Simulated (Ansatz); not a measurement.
# G0W0 on several functionals: Rb2ScCuF6 (Fm-3m)

How much of the starting functional survives in the G0W0 gap of Rb2ScCuF6 (Fm-3m)?

Main program and level: Ansatz 0.2.0; G0W0 on several functionals, plane waves, PAW.

Report form: the programs' logs are mostly left out.

In doubt: one-shot GW on d or f shells is unsure, so the values of those runs are not to be relied on; masses and optical values from hybrid runs of this build are listed as unsure (steps 3, 4), which bears on the screening that GW takes from such a start.

### Step 1. The structure

The structure is cubic, space group Fm-3m (No. 225). The conventional cell has a = 8.666 Å, b = 8.666 Å, c = 8.666 Å, α = 90.00°, β = 90.00°, γ = 90.00°. Nearest to Rb lie 12 F at 3.07 Å. Nearest to Sc lie 6 F at 2.04 Å. Cu has 6 F at 2.29 Å nearest. Nearest to F lie 1 Sc at 2.04 Å and 1 Cu at 2.29 Å and 4 Rb at 3.07 Å. Farther neighbours and most contacts between anions are not listed.

The cell and positions are those that the Materials Project relaxed with its own functionals (PBE, PBE+U or r2SCAN), kept fixed.

### Step 2. G0W0 on PBE

Now the one-shot GW correction: screening in the RPA, then the self-energy of the levels asked for. This step takes PAW set soft_1 files.

This step: G0W0 on PBE, plane waves, PAW; PAW set soft_1.

input.yaml

```yaml
crystal:
  lattice:
    - [0.0, 4.3327955954, 4.3327955954]
    - [4.3327955954, 0.0, 4.3327955954]
    - [4.3327955954, 4.3327955954, 0.0]
  atoms:
    - { symbol: Rb, position: [0.75, 0.75, 0.75] }
    - { symbol: Rb, position: [0.25, 0.25, 0.25] }
    - { symbol: Sc, position: [0.0, 0.0, 0.0] }
    - { symbol: Cu, position: [0.5, 0.5, 0.5] }
    - { symbol: F, position: [0.76413725, 0.23586275, 0.23586275] }
    - { symbol: F, position: [0.23586275, 0.23586275, 0.76413725] }
    - { symbol: F, position: [0.23586275, 0.76413725, 0.76413725] }
    - { symbol: F, position: [0.23586275, 0.76413725, 0.23586275] }
    - { symbol: F, position: [0.76413725, 0.23586275, 0.76413725] }
    - { symbol: F, position: [0.76413725, 0.76413725, 0.23586275] }
kpoints:
  mp_grid: { grid: [4, 4, 4] }
hamiltonian:
  xc: pbe
  pseudopotentials: { kind: paw, azcp: { folder: soft_1 } }
scf:
  occupations: { method: fixed }
gw:
  n_empty_bands: 892
  ecut_chi: 180.0
  qp_bands: [v3, c3]
  qp_kpoints: band_edges
  screening: { model: contour_deformation }
```

Launch:

```console
$ ansatz run input.yaml --threads 2 --pin off --max-ram 92160MiB --backend cuda --events-out ev --progress --plain --runs-dir out --devices 1 --max-vram 13GiB
```

Elapsed: 41 s, on 1 × NVIDIA H100 80GB HBM3 (shared by 6 runs) with 2 threads of AMD EPYC 7R13 (Zen 3), shared host; peak memory 2.7 GiB; 60 s of CPU time.

This step gave:

```
bands summed                                 : 937
RPA ε∞ on this mesh (eigenvalues)            : 2.558, 2.558, 2.558
plane waves in the screening matrix          : 893
q-points in the mesh                         : 64
G0W0 gap on the mesh                         : 3.725 eV
k of the valence top                         : 0, 0, -0.5
k of the conduction bottom                   : 0, 0, 0
starting gap on the mesh                     : 1.470 eV
Z at the valence top                         : 0.6555
Z at the conduction bottom                   : 0.8335
least direct G0W0 gap on the computed points : 3.796 eV
```

The gap on the mesh goes from 1.47 eV to 3.73 eV, a correction of +2.26 eV. The program marks an edge row as in doubt. Between the two edge states, bare exchange in place of the xc potential would open the gap by 14.67 eV, and correlation takes back 12.42 eV.

### Step 3. G0W0 on HSE06

The same correction from a different start measures what one shot leaves open.

This step: G0W0 on HSE06, plane waves, PAW; PAW set soft_1.

input.yaml: that of step 2 with these lines changed.

```diff
@@ -19,3 +19,3 @@
 hamiltonian:
-  xc: pbe
+  xc: hse06
   pseudopotentials: { kind: paw, azcp: { folder: soft_1 } }
```

Run time: 2 min. Hardware: 1 × NVIDIA H100 80GB HBM3 (shared by 6 runs) with 2 threads; peak memory 3.1 GiB.

Numbers from this step:

* bands summed: 937
* RPA ε∞ on this mesh (eigenvalues): 2.074, 2.074, 2.074
* plane waves in the screening matrix: 893
* q-points in the mesh: 64
* G0W0 gap on the mesh: 5.229 eV
* k of the valence top: 0, 0, -0.5
* k of the conduction bottom: 0, 0, 0
* starting gap on the mesh: 3.767 eV
* Z at the valence top: 0.7726
* Z at the conduction bottom: 0.8837
* least direct G0W0 gap on the computed points: 5.347 eV

Against the run with 4×4×4 mesh, 892 empty bands, screening to 180 eV, PAW set soft_1 files on PBE, the gap moves by +1.50 eV, while the start moved by +2.30 eV.

### Step 4. G0W0 on PBE0

This step: G0W0 on PBE0, plane waves, PAW; PAW set soft_1.

input.yaml: that of step 3 with these lines changed.

```diff
@@ -19,3 +19,3 @@
 hamiltonian:
-  xc: hse06
+  xc: pbe0
   pseudopotentials: { kind: paw, azcp: { folder: soft_1 } }
```

It took 2.1 min on 1 × NVIDIA H100 80GB HBM3 (shared by 6 runs) with 2 threads; peak memory 3.1 GiB.

This step gave:

| Item | Value |
| --- | --- |
| bands summed | 937 |
| RPA ε∞ on this mesh (eigenvalues) | 2.020, 2.020, 2.020 |
| plane waves in the screening matrix | 893 |
| G0W0 gap on the mesh | 5.554 eV |
| k of the valence top | 0, 0, -0.5 |
| k of the conduction bottom | 0, 0, 0 |
| starting gap on the mesh | 4.535 eV |
| least direct G0W0 gap on the computed points | 5.675 eV |

Against the run with 4×4×4 mesh, 892 empty bands, screening to 180 eV, PAW set soft_1 files on HSE06, the gap moves by +0.33 eV, while the start moved by +0.77 eV.

### Step 5. The starts together

All on the 4×4×4 mesh with 892 empty bands and screening to 180 eV. Times are wall times on 1 × NVIDIA H100 80GB HBM3 (shared by 6 runs) with 2 threads of AMD EPYC 7R13 (Zen 3), shared host, good to a factor of about two.

| start | starting gap (eV) | shift (eV) | G0W0 gap (eV) | RPA ε∞ (harmonic mean) | Z (valence, conduction) | time |
| --- | --- | --- | --- | --- | --- | --- |
| PBE | 1.47 | +2.26 | 3.73 | 2.56 | 0.66, 0.83 | 41 s |
| HSE06 | 3.77 | +1.46 | 5.23 | 2.07 | 0.77, 0.88 | 2 min |
| PBE0 | 4.53 | +1.02 | 5.55 | 2.02 | 0.79, 0.89 | 2.1 min |

How the two edges are built up, in eV (the quasiparticle level is the starting level plus Σx plus Σc less Vxc):

| run | edge | start | Σx | Σc | Vxc | Z | QP |
| --- | --- | --- | --- | --- | --- | --- | --- |
| PBE | valence top | 6.98 | -46.73 | 8.69 | -36.74 | 0.66 | 5.69 |
| PBE | conduction bottom | 8.45 | -7.33 | -3.72 | -12.02 | 0.83 | 9.41 |
| HSE06 | valence top | 5.31 | -46.92 | 6.99 | -39.33 | 0.77 | 4.72 |
| HSE06 | conduction bottom | 9.08 | -6.57 | -3.33 | -10.77 | 0.88 | 9.95 |
| PBE0 | valence top | 4.89 | -46.90 | 6.78 | -39.70 | 0.79 | 4.48 |
| PBE0 | conduction bottom | 9.43 | -6.58 | -3.24 | -10.42 | 0.89 | 10.03 |

For a hybrid start, Vxc holds its share of exact exchange.

### Step 6. Outcome

* G0W0@PBE: 3.73 eV (start 1.47 eV)
* G0W0@HSE06: 5.23 eV (start 3.77 eV)
* G0W0@PBE0: 5.55 eV (start 4.53 eV)
* known limits: not at the basis limit; d shell near the gap, gap tends to lie low; no spin-orbit coupling

**Reading.** The starting gaps span 3.06 eV and the G0W0 gaps 1.83 eV. Between PBE and PBE0, 1.83 eV of the 3.06 eV survives, 60 %. PBE0 screens less than PBE (ε∞ 2.02 against 2.56). Of the 1.83 eV by which its G0W0 gap is higher, the correlation part gives +2.40 eV, and exchange with the one-particle terms, which follow the orbitals, −0.57 eV. The smallest correction, +1.02 eV, is on PBE0, the start nearest to reproducing itself. Bands and cutoff are finite, so the gap is not at the basis limit. The miss can reach some tenths of an eV and take either sign; the mesh is an error of its own. A d shell, filled or nearly so, lies near the gap. One-shot GW converges very slowly in bands there, not always from below, and on a semilocal start the gap tends to come out low; starts rich in exact exchange can overshoot instead. The many-body steps are scalar-relativistic: spin-orbit coupling is not in them. The program marks a band-edge row as in doubt, so the gap is less sure than its digits.

[Paths, hosts, dates, memory and timing lines, banners, echoed tables and standing remarks are left out of the program output.]

[Logs are printed without paths, hosts, clocks, repeated set-up lines and the standing remarks that a program may print on its own settings, such as how far it seeks lower states.]

[Runs of the session that timed out or met a known fault of the program may be left out.]

[Cells called generated may have been cut or substituted from an entry of the Crystallography Open Database or the Materials Project.]

[Hosts, paths, dates, database ids (printed as entryN), source tags and the programs' standing remarks are cut or masked in the printed files.]
